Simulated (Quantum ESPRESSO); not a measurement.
# AlN(11-20), stepped through the number of layers, part 7 of 15

Wanted: a table for AlN(11-20) against the number of layers, and what can be fitted to it.

Quantum ESPRESSO 7.5; plane-wave DFT, PBE, GBRV ultrasoft pseudopotentials.

So far. Step 8 (Potential by pp.x, 3 layers): The slope in the vacuum is 0.100 eV/Å for an applied 0.10 V/Å, as it should be. Step 11 (Electrostatic potential, 3 layers): The slope in the vacuum is 0.100 eV/Å for an applied 0.10 V/Å, as it should be.

## 13. Relaxation with pw.x, 4 layers (continued)

The steps of the relaxation:

```
step  energy less that of the first step (eV)  largest force (eV/Å)
   1                                   0.0000                2.4841
   2                                  -0.6171                1.9680
   3                                  -1.0856                1.3726
   4                                  -1.4323                0.6186
   5                                  -1.5004                0.3445
   6                                  -1.5389                0.2973
   7                                  -1.5679                0.2186
   8                                  -1.5805                0.1200
   9                                  -1.5855                0.0857
  10                                  -1.5874                0.0754
  11                                  -1.5886                0.0516
  12                                  -1.5890                0.0261
  13                                  -1.5891                0.0146
  14                                  -1.5891                0.0072
  15                                  -1.5891                0.0039
  16                                  -1.5891                0.0038
  17                                  -1.5891                0.0030
  18                                  -1.5891                0.0026
  19                                  -1.5891                0.0018
```

The atoms that moved most (Å):

```
atom      dx      dy      dz  length
Al14  -0.171   0.091  -0.207   0.284
Al13   0.171   0.091  -0.207   0.284
 Al1   0.171   0.091   0.207   0.284
 Al2  -0.171   0.091   0.207   0.284
 Al9   0.019  -0.018   0.064   0.069
Al10  -0.019  -0.018   0.064   0.069
 Al5   0.019  -0.018  -0.064   0.069
 Al6  -0.019  -0.018  -0.064   0.069
```

The relaxation lowers the energy by 99 meV an atom.

Read from the output:

| Property | Result |
| --- | --- |
| free energy | -2936.9211 eV |
| valence top, on the run's zero | -1.931 eV |

## 14. Self-consistent run, 4 layers

m1.f0.in reads:

```
&control
  prefix = 'm1.f0'
  outdir = './out'
  pseudo_dir = './pseudo'
  calculation = 'scf'
  tprnfor = .true.
  tefield = .true.
  dipfield = .true.
/
&system
  ibrav = 0
  nat = 16
  ntyp = 2
  ecutwfc = 40
  ecutrho = 200
  occupations = 'fixed'
  edir = 3
  emaxpos = 0.97
  eopreg = 0.04
  eamp = 0.0
  nbnd = 36
/
&electrons
  conv_thr = 1e-09
  mixing_beta = 0.4
  electron_maxstep = 120
  mixing_mode = 'plain'
/
ATOMIC_SPECIES
  Al  26.9815  al_pbe_v1.uspp.F.UPF
  N   14.0070  n_pbe_v1.2.uspp.F.UPF
CELL_PARAMETERS angstrom
  5.42440360500000 0.00000000000000 0.00000000000000
  0.00000000000000 5.02318495200000 0.00000000000000
  0.00000000000000 0.00000000000000 20.70709641263099
ATOMIC_POSITIONS crystal
  Al  0.364855579500 0.018172253100 0.396574035000
  Al  0.635144420500 0.518172253100 0.396574035000
  N   0.332726327100 0.372105869000 0.387035561000
  N   0.667273672900 0.872105869000 0.387035561000
  Al  0.836888541700 -0.003577653300 0.459104361000
  Al  0.163111458300 0.496422346700 0.459104361000
  N   0.832093188300 0.377299531200 0.462075059000
  N   0.167906811700 0.877299531200 0.462075059000
  Al  0.336888541700 -0.003577653300 0.540895639000
  Al  0.663111458300 0.496422346700 0.540895639000
  N   0.332093188300 0.377299531200 0.537924941000
  N   0.667906811700 0.877299531200 0.537924941000
  Al  0.864855579500 0.018172253100 0.603425965000
  Al  0.135144420500 0.518172253100 0.603425965000
  N   0.832726327100 0.372105869000 0.612964439000
  N   0.167273672900 0.872105869000 0.612964439000
K_POINTS automatic
  4 4 1 0 0 0
```

Launch:

```
> OMP_NUM_THREADS=1 mpirun -n 4 pw.x -nk 1 -in m1.f0.in > m1.f0.out
```

Output:

```text
[banner, memory and clock lines left out]
Program PWSCF v.7.5 starts
[...]
number of electrons       =        64.00
     number of Kohn-Sham states=           36
     kinetic-energy cutoff     =      40.0000  Ry
     charge density cutoff     =     200.0000  Ry
[...]
number of k points=    10
[...]
Dense  grid:   181885 G-vectors     FFT dimensions: (  48,  45, 180)
[...]
negative rho (up, down):  4.384E-04 0.000E+00
[...]
Starting wfcs are   64 randomized atomic wfcs
[...]
negative rho (up, down):  4.964E-04 0.000E+00
[...]
estimated scf accuracy    <       6.10781278 Ry
[...]
negative rho (up, down):  7.245E-04 0.000E+00
[...]
estimated scf accuracy    <       0.24144133 Ry
[...]
negative rho (up, down):  9.513E-04 0.000E+00
[...]
estimated scf accuracy    <       0.07385893 Ry
[...]
negative rho (up, down):  1.126E-03 0.000E+00
[...]
estimated scf accuracy    <       0.01245797 Ry
[...]
negative rho (up, down):  1.173E-03 0.000E+00
[...]
estimated scf accuracy    <       0.00257509 Ry
[...]
negative rho (up, down):  1.207E-03 0.000E+00
[...]
estimated scf accuracy    <       0.00015544 Ry
[...]
negative rho (up, down):  1.229E-03 0.000E+00
[...]
estimated scf accuracy    <       0.00020552 Ry
[...]
negative rho (up, down):  1.242E-03 0.000E+00
[...]
estimated scf accuracy    <       0.00009658 Ry
[...]
negative rho (up, down):  1.249E-03 0.000E+00
[...]
estimated scf accuracy    <       0.00001001 Ry
[...]
negative rho (up, down):  1.253E-03 0.000E+00
[...]
estimated scf accuracy    <       0.00000600 Ry
[...]
negative rho (up, down):  1.256E-03 0.000E+00
[...]
estimated scf accuracy    <       0.00000009 Ry
[...]
negative rho (up, down):  1.258E-03 0.000E+00
[...]
estimated scf accuracy    <       0.00000013 Ry
[...]
negative rho (up, down):  1.259E-03 0.000E+00
[...]
estimated scf accuracy    <       0.00000001 Ry
[...]
negative rho (up, down):  1.260E-03 0.000E+00
[...]
estimated scf accuracy    <       0.00000001 Ry
[...]
negative rho (up, down):  1.260E-03 0.000E+00
[...]
Total length         37.5655 bohr
[...]
estimated scf accuracy    <          1.1E-09 Ry
[...]
negative rho (up, down):  1.260E-03 0.000E+00
[...]
Computed dipole along edir(3) :
        Dipole               -0.0000 Ry au,         -0.0000 Debye
        Dipole field         -0.0000 Ry au,
        Potential amp.        0.0000 Ry
        Total length         37.5655 bohr
[...]
highest occupied, lowest unoccupied level (ev):    -1.9315    0.8213
!    total energy              =    -215.85971174 Ry
     estimated scf accuracy    <          7.5E-11 Ry
[...]
one-electron contribution =   -1740.57146942 Ry
     hartree contribution      =     890.30533609 Ry
     xc contribution           =     -78.57033936 Ry
     ewald contribution        =     712.97676095 Ry
     electric field correction =       0.00000000 Ry
     convergence has been achieved in  16 iterations
     negative rho (up, down):  1.260E-03 0.000E+00
[...]
Total force =     0.000265     Total SCF correction =     0.000016
[...]
```

Run time: 60 s. Hardware: 4 MPI ranks of Arm Neoverse V1, shared host; peak memory 0.57 GiB; 4 min of CPU time.

This step gave:

- free energy: -2936.9210 eV
- dipole along the normal: 0 e·Å
- conduction bottom, on the run's zero: 0.8213 eV
- gap by band count: 2.753 eV

## 15. Ground state, 4 layers: field 0.1 V/Å

m1.f1.in is the input of step 14 with these lines changed:

```diff
@@ -1,3 +1,3 @@
 &control
-  prefix = 'm1.f0'
+  prefix = 'm1.f1'
   outdir = './out'
@@ -19,3 +19,3 @@
   eopreg = 0.04
-  eamp = 0.0
+  eamp = 0.00194469
   nbnd = 36
@@ -27,2 +27,3 @@
   mixing_mode = 'plain'
+  startingpot = 'file'
 /
```

Launch:

```
> cp -r out/m1.f0.save out/m1.f1.save
> OMP_NUM_THREADS=1 mpirun -n 4 pw.x -nk 1 -in m1.f1.in > m1.f1.out
```

Output:

```text
[banner, memory and clock lines left out]
Program PWSCF v.7.5 starts
[...]
number of electrons       =        64.00
     number of Kohn-Sham states=           36
     kinetic-energy cutoff     =      40.0000  Ry
     charge density cutoff     =     200.0000  Ry
[...]
number of k points=    10
[...]
Dense  grid:   181885 G-vectors     FFT dimensions: (  48,  45, 180)
[...]
The initial density is read from file :
[...]
negative rho (up, down):  1.260E-03 0.000E+00
[...]
Starting wfcs are   64 randomized atomic wfcs
[...]
negative rho (up, down):  1.260E-03 0.000E+00
[...]
estimated scf accuracy    <       0.00562836 Ry
[...]
negative rho (up, down):  1.260E-03 0.000E+00
[...]
estimated scf accuracy    <       0.00491791 Ry
[...]
negative rho (up, down):  1.260E-03 0.000E+00
[...]
estimated scf accuracy    <       0.00004280 Ry
[...]
negative rho (up, down):  1.260E-03 0.000E+00
[...]
estimated scf accuracy    <       0.00002866 Ry
[...]
negative rho (up, down):  1.260E-03 0.000E+00
[...]
estimated scf accuracy    <       0.00000628 Ry
[...]
negative rho (up, down):  1.260E-03 0.000E+00
[...]
estimated scf accuracy    <       0.00000722 Ry
[...]
negative rho (up, down):  1.260E-03 0.000E+00
[...]
estimated scf accuracy    <       0.00000062 Ry
[...]
negative rho (up, down):  1.260E-03 0.000E+00
[...]
estimated scf accuracy    <       0.00000010 Ry
[...]
negative rho (up, down):  1.260E-03 0.000E+00
[...]
estimated scf accuracy    <          4.9E-09 Ry
[...]
negative rho (up, down):  1.260E-03 0.000E+00
[...]
Computed dipole along edir(3) :
        Dipole                0.1664 Ry au,          0.4229 Debye
        Dipole field          0.0005 Ry au,
        E field amplitude [Ha a.u.]:  1.9447E-03
        Potential amp.        0.1049 Ry
        Total length         37.5655 bohr
[...]
highest occupied, lowest unoccupied level (ev):    -1.9121    0.8311
!    total energy              =    -215.86003545 Ry
     estimated scf accuracy    <          6.7E-10 Ry
[...]
one-electron contribution =   -1740.56887874 Ry
     hartree contribution      =     890.30288221 Ry
     xc contribution           =     -78.57024411 Ry
     ewald contribution        =     712.97676095 Ry
     electric field correction =      -0.00055576 Ry
     convergence has been achieved in  10 iterations
     negative rho (up, down):  1.260E-03 0.000E+00
[...]
Total force =     0.007241     Total SCF correction =     0.000037
[...]
```

Wall time 43 s (4 MPI ranks); peak memory 0.57 GiB; 2.9 min of CPU time.

Read from the output:

- free energy: -2936.9254 eV
- dipole along the normal: 0.08805 e·Å
- valence top, on the run's zero: -1.912 eV
- conduction bottom, on the run's zero: 0.8311 eV
- gap by band count: 2.743 eV

[end of part 7 of 15]

[Logs are printed without paths, hosts, clocks, repeated set-up lines and the standing remarks that a program may print on its own settings, such as how far it seeks lower states.]

[Hosts, paths, dates, database ids (printed as entryN), source tags and the programs' standing remarks are cut or masked in the printed files.]

[Maps of the electrostatic potential energy from Ansatz leave out the sawtooth potential of an applied field or a dipole correction, so their vacuum need not be flat; planar profiles and work functions include it.]
